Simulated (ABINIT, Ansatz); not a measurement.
Entries from a set of simulations; values are calculated unless marked as measured.

```cif
data_naasf6
_symmetry_space_group_name_H-M 'Fm-3m'
_symmetry_Int_Tables_number 225
_cell_length_a 7.9661
_cell_length_b 7.9661
_cell_length_c 7.9661
_cell_angle_alpha 90.000
_cell_angle_beta 90.000
_cell_angle_gamma 90.000
_cell_volume 505.52
loop_
_atom_site_label
_atom_site_type_symbol
_atom_site_symmetry_multiplicity
_atom_site_Wyckoff_symbol
_atom_site_fract_x
_atom_site_fract_y
_atom_site_fract_z
_atom_site_occupancy
Na1 Na 4 b 0.50000 0.00000 0.00000 1
As1 As 4 a 0.00000 0.00000 0.00000 1
F1 F 24 e 0.00000 0.00000 0.78163 1
_calc_subject 'NaAsF6 (Fm-3m): one start, several treatments of the self-energy'
_calc_method 'RPA screening on LDA, plane waves, norm-conserving pseudopotentials (and 4 further levels or steps)'
_calc_program 'ABINIT 10.8.3'
_calc_settings 'cutoff 38 Ha, PseudoDojo scalar-relativistic 0.4.1 standard, norm-conserving, ngkpt (2, 2, 2), nband 116, ecuteps 4.2 Ha, gwcalctyp 2, nfreqre 16, nfreqim 8, inclvkb 2, freqremax 40 eV, spmeth 1, nomegasf 120, shiftk (0, 0, 0), symchi 1, awtr 1, frequency cd, 2×2×2 k-mesh'
_calc_cost '9 runs, 3.2 min in all on 4 MPI ranks of Arm Neoverse V2, shared host'
_calc_notes 'The program’s warnings: Min real frequency set to default [Ha] = and nproc spkpt=  >= nkpt= * nsppol=. The cell and positions are those that the Materials Project relaxed with its own functionals (PBE, PBE+U or r2SCAN), kept fixed. Limits: no spin-orbit coupling. Static COHSEX lies above G0W0: it lacks the factor Z and overstates the Coulomb hole of the filled states. The 2×2×2 mesh is coarse for this cell, which bears on the long-range parts of exchange and screening. The norm-conserving file of at least one element keeps a d shell over frozen s and p shells of the same row. Exchange with those shells is missing from the self-energy, an error of 0.3 to 0.9 eV in cases checked, whose sign depends on which edge lies on those atoms.'
_calc_g0w0_godby_needs_plasmon_pole '10.539 eV'
_calc_g0w0_hybertsen_louie_plasmon_pole '11.329 eV'
_calc_g0w0_von_der_linden_horsch_plasmon_pole '10.929 eV'
_calc_one_shot_cohsex '11.739 eV'
_calc_one_shot_hartree_fock '18.051 eV'
_calc_g0w0_contour_deformation '10.502 eV'
_calc_known_limits 'short of the basis limit; exchange with frozen shells missing; no spin-orbit coupling; coarse k mesh'
```

[Long decimals in the printed logs are rounded to 6 places.]

[Logs are printed without paths, hosts, clocks, repeated set-up lines and the standing remarks that a program may print on its own settings, such as how far it seeks lower states.]

[Paths, hosts, dates, memory and timing lines, banners, echoed tables and standing remarks are left out of the program output; an Ansatz launch command may be rebuilt from the run's recorded settings. Measured values are a selection of at most five: reports struck by readers or far from the other reports are left out. None is set beside runs whose start may be inverted or whose files or cutoffs have a known fault.]

[Runs of the session that timed out or met a known fault of the program may be left out.]

[Hosts, paths, dates, database ids (printed as entryN), source tags and the programs' standing remarks are cut or masked in the printed files.]

[G0W0 gaps are taken among the corrected bands and points alone; a level outside them can change the order at an edge.]

[Where Ansatz stands beside ABINIT at settings called matched, ABINIT's density can come from a denser mesh and the files from another edition; pairs whose starting gaps differed by over 0.03 eV were left out, so agreement reads better than it is.]
